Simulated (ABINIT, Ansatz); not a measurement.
# Sr2MgH6 (P-3m1): G0W0 with ABINIT, start to end

Aim: the G0W0 gap of Sr2MgH6 (P-3m1) on PBEsol, step by step.

Method: PBEsol and many-body steps on it, plane waves, in ABINIT 10.8.3.

This is a report of a sequence of runs, with most program output left out.

### 1. Set-up

The structure is trigonal, space group P-3m1 (No. 164). Conventional cell: a = 5.475 Å, b = 5.475 Å, c = 4.188 Å, α = 90.00°, β = 90.00°, γ = 120.00°. Nearest to Sr lie 12 H at 2.56 to 2.74 Å. Mg has 6 H at 1.94 Å nearest. Nearest to H lie 1 Mg at 1.94 Å and 4 Sr at 2.56 to 2.74 Å and 6 H at 2.58 to 2.78 Å. Farther neighbours are not listed.

As a file:

```cif
data_structure
_symmetry_space_group_name_H-M 'P 1'
_symmetry_Int_Tables_number 1
_cell_length_a 5.4754
_cell_length_b 5.4754
_cell_length_c 4.1885
_cell_angle_alpha 90.000
_cell_angle_beta 90.000
_cell_angle_gamma 120.000
_cell_volume 108.75
loop_
_atom_site_label
_atom_site_type_symbol
_atom_site_fract_x
_atom_site_fract_y
_atom_site_fract_z
_atom_site_occupancy
Sr1 Sr 0.66667 0.33333 0.26353 1
Sr2 Sr 0.33333 0.66667 0.73647 1
Mg3 Mg 0.00000 0.00000 0.00000 1
H4 H 0.82346 0.64692 0.76525 1
H5 H 0.82346 0.17654 0.76525 1
H6 H 0.35308 0.17654 0.76525 1
H7 H 0.17654 0.35308 0.23475 1
H8 H 0.17654 0.82346 0.23475 1
H9 H 0.64692 0.82346 0.23475 1
```

The cell and positions are those that the Materials Project relaxed with its own functionals (PBE, PBE+U or r2SCAN), kept fixed.

### 2. Ground state

This step: ABINIT 10.8.3; DFT, PBEsol, plane waves, norm-conserving pseudopotentials.

The ground-state density comes first.

The input, run.abi:

```
acell 3*1.0 Angstrom
rprim 
  5.475438295790 0.000000000002 0.000000000000
  -2.737719147897 4.741868661007 0.000000000000
  0.000000000000 0.000000000000 4.188467730000
ntypat 3
znucl 38 12 1
natom 9
typat 1 1 2 3 3 3 3 3 3
xred 
  0.666666666667 0.333333333333 0.263532570000
  0.333333333333 0.666666666667 0.736467430000
  0.000000000000 0.000000000000 0.000000000000
  0.823459443333 0.646918886667 0.765248350000
  0.823459443333 0.176540556667 0.765248350000
  0.353081113333 0.176540556667 0.765248350000
  0.176540556667 0.353081113333 0.234751650000
  0.176540556667 0.823459443333 0.234751650000
  0.646918886667 0.823459443333 0.234751650000
pp_dirpath "pseudos"
pseudos "Sr.upf, Mg.upf, H.upf"
ecut 38
ngkpt 3 3 6
nshiftk 1
shiftk 0 0 0
kptopt 1
chksymbreak 0
nband 26
occopt 1
tolvrs 1e-10
nstep 60
prtwf 0
optforces 0
optstress 0
indata_prefix "in"
outdata_prefix "out"
tmpdata_prefix "tmp"
```

Launch:

```
$ OMP_NUM_THREADS=1 mpirun -n 4 abinit run.abi > log
```

It took 35 s on 4 MPI ranks of Arm Neoverse V1, shared host; peak memory 0.43 GiB; 2.3 min of CPU time.

This step gave:

| Item | Value |
| --- | --- |
| total energy | -3573.1069 eV |
| gap | 2.528 eV |
| k of the valence top | 0.3333, 0.3333, 0 |
| k of the conduction bottom | 0, 0, 0 |
| least direct gap | 2.945 eV |

The gap is indirect, with the least direct gap 0.42 eV higher.

### 3. Bands along the symmetry lines

The cheap functional maps the bands first; the places of the edges decide which points the dearer methods must see.

Edit run.abi of step 2 so:

```diff
@@ -22,14 +22,53 @@
 ecut 38
-ngkpt 3 3 6
-nshiftk 1
-shiftk 0 0 0
-kptopt 1
-chksymbreak 0
-nband 26
-occopt 1
-tolvrs 1e-10
-nstep 60
+iscf -2
+irdden 1
+kptopt 0
+nkpt 39
+kpt 
+  0.00000000 0.00000000 0.00000000
+  0.12500000 0.00000000 0.00000000
+  0.25000000 0.00000000 0.00000000
+  0.37500000 0.00000000 0.00000000
+  0.50000000 0.00000000 0.00000000
+  0.45833333 0.08333333 0.00000000
+  0.41666666 0.16666666 0.00000000
+  0.37500000 0.25000000 0.00000000
+  0.33333333 0.33333333 0.00000000
+  0.25000000 0.25000000 0.00000000
+  0.16666666 0.16666666 0.00000000
+  0.08333333 0.08333333 0.00000000
+  0.00000000 0.00000000 0.00000000
+  0.00000000 0.00000000 0.12500000
+  0.00000000 0.00000000 0.25000000
+  0.00000000 0.00000000 0.37500000
+  0.00000000 0.00000000 0.50000000
+  0.12500000 0.00000000 0.50000000
+  0.25000000 0.00000000 0.50000000
+  0.37500000 0.00000000 0.50000000
+  0.50000000 0.00000000 0.50000000
+  0.45833333 0.08333333 0.50000000
+  0.41666666 0.16666666 0.50000000
+  0.37500000 0.25000000 0.50000000
+  0.33333333 0.33333333 0.50000000
+  0.25000000 0.25000000 0.50000000
+  0.16666666 0.16666666 0.50000000
+  0.08333333 0.08333333 0.50000000
+  0.00000000 0.00000000 0.50000000
+  0.50000000 0.00000000 0.50000000
+  0.50000000 0.00000000 0.37500000
+  0.50000000 0.00000000 0.25000000
+  0.50000000 0.00000000 0.12500000
+  0.50000000 -0.00000000 0.00000000
+  0.33333333 0.33333333 0.50000000
+  0.33333333 0.33333333 0.37500000
+  0.33333333 0.33333333 0.25000000
+  0.33333333 0.33333333 0.12500000
+  0.33333333 0.33333333 0.00000000
+istwfk *1
+nband 25
+nbdbuf 2
+tolwfr 1e-08
+nstep 40
 prtwf 0
-optforces 0
-optstress 0
+prtvol 0
 indata_prefix "in"
```

It took 40 s on 4 MPI ranks; peak memory 0.42 GiB.

Numbers from this step:

- gap: 2.521 eV
- k of the valence top: 0.5, 0, 0
- k of the conduction bottom: 0, 0, 0
- least direct gap: 2.945 eV

The gap is 2.521 eV, −0.008 eV from the run before at this level.

The electronic bands at the labelled points (eV, zero at the top of the highest filled band):

```csv
point,band 15,band 16,band 17,band 18,band 19,band 20,band 21,band 22
Γ,-2.57,-2.51,-0.42,-0.42,2.52,4.45,4.45,5.55
halfway,-2.49,-2.38,-0.50,-0.24,3.50,4.04,4.11,4.67
M,-2.55,-2.19,-0.38,0.00,3.36,3.61,3.65,3.94
halfway,-3.10,-1.70,-0.55,-0.04,3.34,3.47,3.74,4.37
K,-3.77,-1.09,-1.09,-0.01,3.20,3.50,4.20,4.20
halfway,-2.78,-2.14,-0.39,-0.33,3.63,3.89,4.32,4.36
Γ,-2.57,-2.51,-0.42,-0.42,2.52,4.45,4.45,5.55
halfway,-2.49,-2.49,-1.06,-1.06,3.36,4.09,4.45,4.45
A,-2.24,-2.24,-1.78,-1.78,4.94,4.94,4.94,4.95
halfway,-2.49,-2.13,-1.95,-1.57,3.63,3.84,4.57,4.76
L,-2.69,-2.33,-2.02,-1.32,2.88,2.99,4.23,4.25
halfway,-2.66,-2.33,-2.10,-1.53,3.23,3.29,4.18,4.27
H,-2.59,-2.59,-1.91,-1.91,3.67,3.72,4.41,4.41
halfway,-2.51,-2.23,-1.89,-1.59,3.52,3.74,4.49,4.53
A,-2.24,-2.24,-1.78,-1.78,4.94,4.94,4.94,4.95
jump to L,-2.69,-2.33,-2.02,-1.32,2.88,2.99,4.23,4.25
halfway,-2.26,-2.13,-1.62,-0.71,2.65,3.66,4.20,5.06
M,-2.55,-2.19,-0.38,0.00,3.36,3.61,3.65,3.94
jump to H,-2.59,-2.59,-1.91,-1.91,3.67,3.72,4.41,4.41
halfway,-3.29,-1.44,-1.39,-1.39,3.40,3.82,3.82,4.65
K,-3.77,-1.09,-1.09,-0.01,3.20,3.50,4.20,4.20
```

### 4. Empty states on the mesh, 3×3×2 mesh, 212 bands

The sums over transitions need many empty states on a uniform mesh; this step solves for them.

The input, run.abi:

```
acell 3*1.0 Angstrom
rprim 
  5.475438295790 0.000000000002 0.000000000000
  -2.737719147897 4.741868661007 0.000000000000
  0.000000000000 0.000000000000 4.188467730000
ntypat 3
znucl 38 12 1
natom 9
typat 1 1 2 3 3 3 3 3 3
xred 
  0.666666666667 0.333333333333 0.263532570000
  0.333333333333 0.666666666667 0.736467430000
  0.000000000000 0.000000000000 0.000000000000
  0.823459443333 0.646918886667 0.765248350000
  0.823459443333 0.176540556667 0.765248350000
  0.353081113333 0.176540556667 0.765248350000
  0.176540556667 0.353081113333 0.234751650000
  0.176540556667 0.823459443333 0.234751650000
  0.646918886667 0.823459443333 0.234751650000
pp_dirpath "pseudos"
pseudos "Sr.upf, Mg.upf, H.upf"
ecut 38
ngkpt 3 3 2
nshiftk 1
shiftk 0 0 0
kptopt 1
chksymbreak 0
iscf -2
irdden 1
istwfk *1
nband 212
nbdbuf 18
tolwfr 1e-09
nstep 60
prtvol 0
indata_prefix "in"
outdata_prefix "out"
tmpdata_prefix "tmp"
```

The job ended after 2.3 min (4 MPI ranks; peak memory 0.52 GiB).

This step gave:

| Item | Value |
| --- | --- |
| gap | 2.528 eV |
| k of the valence top | 0.3333, 0.3333, 0 |
| k of the conduction bottom | 0, 0, 0 |
| least direct gap | 2.945 eV |
| k points computed | 6 |
| lowest point of the top converged band, above the valence top | 70.6386 eV |

On this mesh the gap is 2.528 eV.

### 5. Screening, 3×3×2 mesh, 194 bands, screening to 176.9 eV

The RPA dielectric matrix is built and inverted for each q.

This step: RPA screening on PBEsol, plane waves, norm-conserving pseudopotentials.

Edit run.abi of step 4 so:

```diff
@@ -27,10 +27,11 @@
 chksymbreak 0
-iscf -2
-irdden 1
 istwfk *1
-nband 212
-nbdbuf 18
-tolwfr 1e-09
-nstep 60
-prtvol 0
+occopt 1
+irdwfk 1
+optdriver 3
+nband 194
+ecuteps 6.5
+inclvkb 2
+awtr 1
+symchi 1
 indata_prefix "in"
```

The job ended after 83 s (4 MPI ranks; peak memory 1.7 GiB).

Numbers from this step:

| Item | Value |
| --- | --- |
| ε∞ with local fields, on this mesh, along the program's q direction | 5.748 |
| the same without local fields | 6.378 |
| plasma frequency | 21.36 eV |
| plane waves in the screening matrix | 591 |

Local fields lower ε∞ by 10 %. On a Γ-centred mesh this coarse the value itself is usually too large, while a short band sum pulls it down.

### 6. Self-energy, 3×3×2 mesh, 194 bands, screening to 176.9 eV

The self-energy is evaluated for the states that the input lists, and the levels follow from it, in one-shot runs by the linearised quasiparticle equation.

This step: G0W0 on PBEsol, plane waves, norm-conserving pseudopotentials.

Edit run.abi of step 5 so:

```diff
@@ -30,8 +30,17 @@
 irdwfk 1
-optdriver 3
+optdriver 4
 nband 194
+gwcalctyp 0
+ecutsigx 38
+symsigma 1
+nkptgw 2
+kptgw 
+  0.3333333333 0.3333333333 0.0000000000
+  0.0000000000 0.0000000000 0.0000000000
+bdgw 
+  16 20
+  17 21
 ecuteps 6.5
-inclvkb 2
-awtr 1
-symchi 1
+irdscr 1
+ppmodel 1
 indata_prefix "in"
```

Wall time 59 s (4 MPI ranks); peak memory 1.8 GiB.

Numbers from this step:

| Item | Value |
| --- | --- |
| G0W0 gap on the points computed | 4.243 eV |
| starting gap on the mesh | 2.528 eV |
| k of the valence top | 0.3333, 0.3333, 0 |
| k of the conduction bottom | 0, 0, 0 |
| Z at the valence top | 0.785 |
| Z at the conduction bottom | 0.822 |
| least direct G0W0 gap on the computed points | 4.628 eV |

The gap on the mesh goes from 2.53 eV to 4.24 eV, a correction of +1.71 eV.

Limits: finite bands, cutoff and mesh; no spin-orbit coupling; coarse k mesh. v1 is the top filled band, c1 the lowest empty one. The levels before and after the correction (eV, zero at the valence-band top of each column):

```csv
,conduction bottom,valence top
Kohn-Sham,2.53,0.00
G0W0,4.24,0.00
```

```csv
,level,energy (eV)
Kohn-Sham,(0.333 0.333 0) v3-v2,-1.079
Kohn-Sham,(0.333 0.333 0) v1,0.000
Kohn-Sham,(0.333 0.333 0) c1,3.206
Kohn-Sham,(0.333 0.333 0) c2,3.512
Kohn-Sham,Γ v2-v1,-0.417
Kohn-Sham,Γ c1,2.528
Kohn-Sham,Γ c2-c3,4.460
G0W0,(0.333 0.333 0) v3-v2,-1.033
G0W0,(0.333 0.333 0) v1,0.000
G0W0,(0.333 0.333 0) c1,5.149
G0W0,(0.333 0.333 0) c2,5.387
G0W0,Γ v2-v1,-0.385
G0W0,Γ c1,4.243
G0W0,Γ c2-c3,6.591
```

### 7. Where the time went

Times are wall times on 4 MPI ranks of Arm Neoverse V1, shared host, good to a factor of about two.

```csv
step,time,share,memory (GiB)
ground state,35 s,10 %,0.43
bands along the symmetry lines,40 s,11 %,0.42
empty states on the mesh,2.3 min,39 %,0.52
screening,83 s,23 %,1.7
self-energy,59 s,17 %,1.8
```

### 8. Summary of results

```yaml
pbesol_gap: 2.52 eV, indirect
g0w0_gap_on_the_mesh: 4.24 eV
gw_settings: 3×3×2 mesh, 194 bands, screening to 176.9 eV, Godby-Needs plasmon pole
known_limits: not at the basis limit; no spin-orbit coupling; coarse k mesh
```

**Reading.** G0W0 moves the gap on the mesh from 2.53 eV to 4.24 eV (+1.71 eV), with Z of 0.79 and 0.82 at the edges. Local fields lower the RPA ε∞ on this mesh from 6.38 to 5.75; a Γ-centred mesh this coarse tends to raise both, most where the direct gap is narrow, while a short band sum lowers them. Only 2 of the mesh's irreducible points were corrected, so a valley elsewhere could overtake. The dearest step here is «empty states on the mesh». Bands and cutoff are finite, so the gap is not at the basis limit. The miss can reach some tenths of an eV and take either sign; the mesh is an error of its own. In the G0W0 run levels were corrected at 2 k points alone, so a gap called «on the mesh» is the least over those, and an edge elsewhere would be missed. The 3×3×2 mesh is coarse for this cell, which bears on the long-range parts of exchange and screening. The many-body steps are scalar-relativistic: spin-orbit coupling is not in them.

[Paths, hosts, dates, memory and timing lines, banners, echoed tables and standing remarks are left out of the program output.]

[Logs are printed without paths, hosts, clocks, repeated set-up lines and the standing remarks that a program may print on its own settings, such as how far it seeks lower states.]

[Runs of the session that timed out or met a known fault of the program may be left out.]

[Hosts, paths, dates, database ids (printed as entryN), source tags and the programs' standing remarks are cut or masked in the printed files.]

[G0W0 gaps are taken among the corrected bands and points alone; a level outside them can change the order at an edge.]

[Where Ansatz stands beside ABINIT at settings called matched, ABINIT's density can come from a denser mesh and the files from another edition; pairs whose starting gaps differed by over 0.03 eV were left out, so agreement reads better than it is.]
